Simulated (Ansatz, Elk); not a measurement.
## How far do independent atoms describe MgHF?

The structure of MgHF used here is made up (a known structure type with other elements) and was relaxed beforehand with PBE. The aim is the Fourier transform of its all-electron density, F(hkl), set beside the sum over free spherical atoms that refinements use.

Calculated with Elk 11.2.3 (patched build); DFT, PBE, all-electron APW+lo, Dirac cores, scalar-relativistic bands, static density, no spin.

This account leaves out most program logs.

The structure was built from a prototype and need not be the compound's stable phase.

### 1. The starting structure

The structure is tetragonal, space group P4/nmm (No. 129). Conventional cell: a = 3.311 Å, b = 3.311 Å, c = 5.042 Å, α = 90.00°, β = 90.00°, γ = 90.00°. Nearest to Mg lie 5 F at 1.98 to 2.48 Å and 4 H at 2.00 Å. F has 5 Mg at 1.98 to 2.48 Å nearest. H has 4 Mg at 2.00 Å nearest. Farther neighbours and most contacts between anions are not listed.

Structure file:

```cif
data_structure
_symmetry_space_group_name_H-M 'P 1'
_symmetry_Int_Tables_number 1
_cell_length_a 3.3113
_cell_length_b 3.3113
_cell_length_c 5.0419
_cell_angle_alpha 90.000
_cell_angle_beta 90.000
_cell_angle_gamma 90.000
_cell_volume 55.28
loop_
_atom_site_label
_atom_site_type_symbol
_atom_site_fract_x
_atom_site_fract_y
_atom_site_fract_z
_atom_site_occupancy
Mg1 Mg 0.50000 0.00000 0.77758 1
Mg2 Mg 0.00000 0.50000 0.22242 1
F3 F 0.50000 0.00000 0.38523 1
F4 F 0.00000 0.50000 0.61477 1
H5 H 0.50000 0.50000 0.00000 1
H6 H 0.00000 0.00000 0.00000 1
```

### 2. Ground state and structure factors

An all-electron density is needed, since X-rays see the cores too. Task 0 finds the density and task 195 Fourier-transforms it; tshift is off so that phases refer to the origin typed.

Contents of elk.in:

```
tasks
  0
  195

xctype
  20

spinpol
  .false.

rgkmax
  7.0

gmaxvr
  14.0

lmaxo
  7

lmaxapw
  8

swidth
  0.002

tshift
  .false.

ramdisk
  .false.

hmaxvr
  5.5

maxscl
  120

epspot
  1e-06

sppath
  './'

avec
  6.25752852454 0.00000000000 0.00000000000
  0.00000000000 6.25752852454 0.00000000000
  0.00000000000 0.00000000000 9.52774614073

atoms
  3
  'Mg.in'
  2
  0.5000000000 0.0000000000 0.7775758918   0.000000 0.000000 0.000000
  -0.0000000000 0.5000000000 0.2224241082   0.000000 0.000000 0.000000
  'F.in'
  2
  0.5000000000 0.0000000000 0.3852328076   0.000000 0.000000 0.000000
  -0.0000000000 0.5000000000 0.6147671924   0.000000 0.000000 0.000000
  'H.in'
  2
  0.5000000000 0.5000000000 -0.0000000000   0.000000 0.000000 0.000000
  0.0000000000 -0.0000000000 -0.0000000000   0.000000 0.000000 0.000000

ngridk
  7 7 5
```

Run with:

```bash
> OMP_NUM_THREADS=4 elk
```

It took 33 s on 4 threads of Intel Xeon at 2.80GHz (Skylake/Cascade Lake), shared host; peak memory 0.16 GiB; 1.9 min of CPU time.

SFACRHO.OUT:

```text

h k l indices transformed by vhmat matrix:
   1.000000000       0.000000000       0.000000000    
   0.000000000       1.000000000       0.000000000    
   0.000000000       0.000000000       1.000000000    

      h      k      l  multipl.   |H|            Re(F)            Im(F)           |F|

      0      0      0      1   0.0000000       44.000003      0.36935725E-16   44.000003    
      0      0      1      2  0.65946187      -7.1126316      0.12247292E-16   7.1126316    
      1      0      0      4   1.0041001      0.64718152E-15  0.18709816E-14  0.19797516E-14
      1      0     -1      4   1.2012939     -0.39033136E-14  -8.0850203       8.0850203    
      0      1     -1      4   1.2012939      0.64718152E-15   8.0850203       8.0850203    
      0      0     -2      2   1.3189237      -13.079194      0.28943878E-16   13.079194    
      1      1      0      4   1.4200120      -29.048882      0.32428154E-14   29.048882    
      1     -1      1      8   1.5656705       7.7347412      0.58390556E-15   7.7347412    
      1      0      2      4   1.6576420      0.66740594E-15   17.347091       17.347091    
      0      1      2      4   1.6576420     -0.16179538E-14  -17.347091       17.347091    
      1      1     -2      8   1.9380387       13.630786     -0.67500504E-15   13.630786    
      0      0      3      2   1.9783856     -0.97536138     -0.19354671E-14  0.97536138    
      2      0      0      4   2.0082003       25.720060     -0.31898464E-14   25.720060    
      2      0      1      4   2.1137073      -4.1530588      0.55364357E-15   4.1530588    
      0      2      1      4   2.1137073      -4.1530588     -0.16550846E-16   4.1530588    
      0     -1     -3      4   2.2186092      0.98088449E-15  -19.763021       19.763021    
      0     -1      3      4   2.2186092      0.42167921E-14   19.763021       19.763021    
      2     -1      0      8   2.2452362       0.0000000     -0.42027545E-14  0.42027545E-14
```

Elk indexes on the primitive cell of elk.in and gives |H| = 4π sin θ/λ in inverse bohr. Below, one row stands for each form hkl of the conventional cell (m members, Friedel mates merged), F is for one primitive cell and the density is static (no thermal factor). Free-atom factors are Waasmaier and Kirfel's, and R is Σm||F|−|F'||/Σm|F|.

```csv
hkl,m,sin θ/λ (Å⁻¹),"abs F, DFT",neutral atoms,diff.,abs of complex diff.,ions,diff.
001,2,0.099,7.113,7.244,-0.131,0.131,7.756,-0.644
100,4,0.151,0.000,0.000,+0.000,0.000,0.000,+0.000
101,8,0.181,8.085,8.458,-0.373,0.373,7.983,+0.102
002,2,0.198,13.079,13.779,-0.700,0.700,13.660,-0.581
110,4,0.213,29.049,29.167,-0.118,0.118,29.557,-0.508
111,8,0.235,7.735,7.077,+0.657,0.657,7.243,+0.492
102,8,0.249,17.347,17.121,+0.226,0.226,17.352,-0.005
112,8,0.291,13.631,13.409,+0.222,0.222,13.516,+0.115
003,2,0.297,0.975,1.229,-0.253,0.253,1.305,-0.330
200,4,0.302,25.720,25.383,+0.337,0.337,25.516,+0.204
201,8,0.318,4.153,4.263,-0.109,0.109,4.266,-0.113
103,8,0.334,19.763,19.772,-0.009,0.009,19.833,-0.070
210,8,0.338,0.000,0.000,+0.000,0.000,0.000,+0.000
211,16,0.352,7.681,7.666,+0.015,0.015,7.774,-0.093
202,8,0.361,11.000,11.142,-0.142,0.142,11.239,-0.239
113,8,0.366,2.371,2.261,+0.111,0.111,2.296,+0.075
212,16,0.392,11.880,11.919,-0.039,0.039,11.858,+0.021
004,2,0.397,2.583,2.521,+0.062,0.062,2.591,-0.008
```

The ions are Mg2+, H− and F−, by formal charge.

### 3. The highest occupied states alone

An energy window below the Fermi level keeps the highest occupied states, to see at which angles they scatter; shallow core shells can lie inside it and anion s states outside. No new self-consistency is needed.

Edit elk.in of step 2 so:

```diff
@@ -1,3 +1,2 @@
 tasks
-  0
   195
@@ -40,2 +39,5 @@
 
+wsfac
+  -0.268610 0.472380
+
 sppath
```

Run with:

```bash
> OMP_NUM_THREADS=4 elk
```

It took 3.4 s on 4 threads; peak memory 0.16 GiB.

States within 12 eV below the Fermi level hold 16.00 electrons; any levels below the window count with the cores. Their amplitudes can exceed the total, where window and core parts have opposite phase:

```csv
hkl,sin θ/λ (Å⁻¹),"abs F, window","abs F, all"
001,0.099,4.677,7.113
100,0.151,0.000,0.000
101,0.181,5.017,8.085
002,0.198,2.387,13.079
110,0.213,5.377,29.049
111,0.235,5.812,7.735
102,0.249,5.730,17.347
112,0.291,0.191,13.631
003,0.297,3.394,0.975
200,0.302,5.192,25.720
```

### 4. Another functional

The difference from free atoms is small, so it is set against the change that PBEsol makes.

Edit elk.in of step 3 so:

```diff
@@ -1,2 +1,3 @@
 tasks
+  0
   195
@@ -4,3 +5,3 @@
 xctype
-  20
+  22
 
@@ -39,5 +40,2 @@
 
-wsfac
-  -0.268610 0.472380
-
 sppath
```

Run with:

```bash
> OMP_NUM_THREADS=4 elk
```

The job ended after 36 s (4 threads; peak memory 0.16 GiB).

Against the first run R = 0.14 %; the largest change is -0.062 at 200.

### 5. Basis size

A smaller basis shows how fast F responds to it; the change is likely larger than the basis error of the first run, but doesn't show convergence.

Edit elk.in of step 4 so:

```diff
@@ -5,3 +5,3 @@
 xctype
-  22
+  20
 
@@ -11,3 +11,3 @@
 rgkmax
-  7.0
+  5.5
```

Run with:

```bash
> OMP_NUM_THREADS=4 elk
```

It took 24 s on 4 threads; peak memory 0.16 GiB.

Against the first run R = 0.07 %; the largest change is -0.016 at 200.

### 6. Settings against the effect

```csv
run,R against the first run (%),"R against neutral atoms, low angle (%)",wall time
"PBE, rgkmax 7",0.00,2.71,33 s
PBEsol,0.14,2.49,36 s
rgkmax 5.5,0.07,2.68,24 s
```

### 7. Outcome

```yaml
r_against_neutral_atoms_sin_theta_lambda_0p3_a_minus1: 2.71 %
r_against_neutral_atoms_0p3_to_0p83_a_minus1: 0.49 %
r_against_ions_below_0p3_a_minus1: 2.04 %
```

What this shows: Independent neutral atoms miss the calculated amplitudes by R = 2.71 % below 0.3 Å⁻¹ and 0.49 % from there to 0.83 Å⁻¹; by shells, 1.85 % below 0.15 Å⁻¹ (1 form), 2.74 % 0.15 to 0.3 (7 forms), 0.77 % 0.3 to 0.45 (12 forms), 0.43 % above 0.45 (80 forms). Bonding, aspherical density and the tables' own atoms all enter these figures, and the runs don't part them. The largest change of an amplitude is -0.70 electrons, at 002. Weak lines can change much in proportion: 003 goes from 1.23 to 0.98. Formal ions give R = 2.04 % at low angle, nearer than neutral atoms. The window's part falls from 16.0 electrons at the origin to at most 2.22 between 0.45 and 0.83 Å⁻¹, where compact states inside the window still scatter. Below 0.3 Å⁻¹ the changes that finished (PBEsol and rgkmax 5.5) move F by R = 0.24 % at most, against the 2.71 % that separates it from free atoms. The k-mesh has no finished test. Part of the difference isn't bonding: the tables are fits to free atoms and ions calculated by other methods than this functional. Thermal motion, anomalous dispersion and extinction are left out.

[Logs are printed without paths, hosts, clocks, repeated set-up lines and the standing remarks that a program may print on its own settings, such as how far it seeks lower states.]

[Hosts, paths, dates, database ids (printed as entryN), source tags and the programs' standing remarks are cut or masked in the printed files.]
